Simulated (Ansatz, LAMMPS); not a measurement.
## Atom list for Amorphous Si (60 atoms)

The starting structure: 60 atoms (60 Si) placed at random at 2.24 g/cm³, melted at 2500 K for 10 ps at fixed volume with the EDIP (Justo, Bazant, Kaxiras, Bulatov and Yip, Phys. Rev. B 58, 2539 (1998)). Quenched from 2500 K to 300 K at 5 K/ps and fixed volume, held 5 ps.

Calculated values (Ansatz 0.2.0, Kohn-Sham DFT, PBE, PAW (set soft_2), plane waves; cutoff 420 eV, Γ point, gaussian smearing of 0.05 eV; density 2.24 g/cm³) for the frame at 656 fs of a trajectory (instantaneous temperature 595 K).

Cell vectors (Å):

```
10.763 0.000 0.000
0.000 10.763 0.000
0.000 0.000 10.763
```

Positions (Å):

```
1 Si 7.851 7.696 4.647
2 Si 6.057 8.412 5.951
3 Si 2.456 8.127 7.866
4 Si 9.897 4.571 6.825
5 Si 3.394 0.303 9.785
6 Si 4.291 3.769 1.545
7 Si 0.241 7.951 8.974
8 Si 9.621 2.960 10.650
9 Si 0.780 2.256 3.481
10 Si 7.794 1.562 4.907
11 Si 7.513 8.199 2.414
12 Si 4.181 7.953 9.496
13 Si 5.963 3.244 10.681
14 Si 2.961 5.776 7.519
15 Si 4.251 2.418 9.080
16 Si 1.851 2.837 5.469
17 Si 2.433 4.492 0.406
18 Si 10.411 5.766 2.735
19 Si 7.346 6.030 1.945
20 Si 3.388 6.803 0.710
21 Si 8.813 0.509 0.002
22 Si 4.436 5.039 5.989
23 Si 6.467 4.149 6.895
24 Si 9.419 0.041 5.961
25 Si 5.368 10.030 10.746
26 Si 6.902 9.393 9.100
27 Si 0.878 8.421 4.404
28 Si 4.122 2.903 5.053
29 Si 10.661 8.006 2.357
30 Si 1.527 10.532 0.436
31 Si 8.481 5.545 3.923
32 Si 7.442 5.616 8.377
33 Si 7.726 4.606 10.673
34 Si 10.635 0.914 7.761
35 Si 3.931 6.526 4.226
36 Si 1.858 0.721 6.500
37 Si 1.585 6.200 4.083
38 Si 2.573 10.052 4.619
39 Si 5.949 10.540 7.095
40 Si 0.172 3.802 1.654
41 Si 4.342 1.881 2.909
42 Si 6.405 0.748 3.029
43 Si 2.258 0.703 2.602
44 Si 5.533 9.383 2.316
45 Si 4.514 8.613 4.334
46 Si 1.324 5.050 6.117
47 Si 5.069 5.788 2.238
48 Si 5.324 2.026 6.977
49 Si 9.449 6.704 7.591
50 Si 0.249 3.027 8.621
51 Si 6.019 7.467 8.122
52 Si 3.511 10.226 7.579
53 Si 9.624 8.485 5.992
54 Si 2.360 3.743 9.085
55 Si 1.332 8.145 0.530
56 Si 9.104 9.896 1.897
57 Si 6.717 1.189 0.535
58 Si 9.649 0.876 3.775
59 Si 10.563 10.311 9.659
60 Si 8.268 3.682 5.354
```

Q: Give the force on every atom.

Columns: atom, fx, fy, fz (forces in eV/Å).

```
1 0.680 -0.067 0.621
2 0.274 0.303 0.560
3 -0.570 -0.513 0.481
4 1.867 -0.581 0.452
5 0.841 -0.238 0.400
6 0.757 -0.769 -0.379
7 0.963 0.807 1.157
8 -0.111 -0.071 -0.149
9 -0.653 0.124 -0.739
10 -1.059 -1.803 -0.418
11 0.223 2.195 -0.257
12 0.456 -0.460 0.047
13 -2.201 -0.749 -0.214
14 -0.833 -0.350 1.390
15 0.581 -0.468 0.082
16 0.117 -0.011 0.126
17 -1.168 0.996 1.963
18 0.553 -0.240 0.305
19 -0.022 -1.634 -1.313
20 -0.272 -0.317 -0.336
21 0.045 0.498 0.166
22 1.516 0.306 -0.799
23 0.168 -0.258 -0.829
24 -0.231 0.328 -0.090
25 -1.191 0.353 0.462
26 0.463 0.712 -0.293
27 -0.598 -0.214 0.975
28 -0.052 -0.646 0.125
29 -0.213 1.460 -1.006
30 1.051 -0.029 0.166
31 -0.479 -0.492 0.724
32 0.212 0.906 1.268
33 1.185 0.968 -0.799
34 0.641 -0.458 -0.042
35 -0.135 -2.478 -0.737
36 -0.065 0.168 -0.459
37 -0.119 0.055 0.543
38 -0.695 0.029 -0.790
39 -0.270 -0.766 0.888
40 1.511 -0.145 -0.454
41 -0.128 0.079 0.093
42 -0.086 0.429 -0.919
43 0.467 -0.427 0.260
44 0.092 0.342 0.200
45 -1.005 2.244 -0.556
46 -1.252 -0.880 -0.967
47 -1.095 0.818 0.412
48 -0.062 0.488 -0.119
49 -0.678 0.245 0.519
50 -2.248 0.756 -0.421
51 -0.297 -0.741 0.252
52 0.725 0.072 0.513
53 0.568 -0.364 -1.018
54 0.807 1.371 -1.879
55 0.732 -0.314 -0.382
56 0.577 -0.150 1.195
57 -0.566 -0.491 1.338
58 0.720 -0.991 -0.752
59 -0.117 -0.557 -1.215
60 -0.319 1.617 0.646
```

The quench rate of 5 K/ps is many orders above laboratory rates, so the cell is likely richer in defects and strain than a real sample. The network of bonds at the start is that of the classical potential that made the cell. Only the Γ point is sampled, in a cell whose shortest periodic width is 11 Å.

The r.m.s. force component is 0.802 eV/Å; the longest force, 2.59 eV/Å, acts on Si35. The energy lies 16.6 meV/atom above that of the first step of this run.

[Logs are printed without paths, hosts, clocks, repeated set-up lines and the standing remarks that a program may print on its own settings, such as how far it seeks lower states.]

[Hosts, paths, dates, database ids (printed as entryN), source tags and the programs' standing remarks are cut or masked in the printed files.]
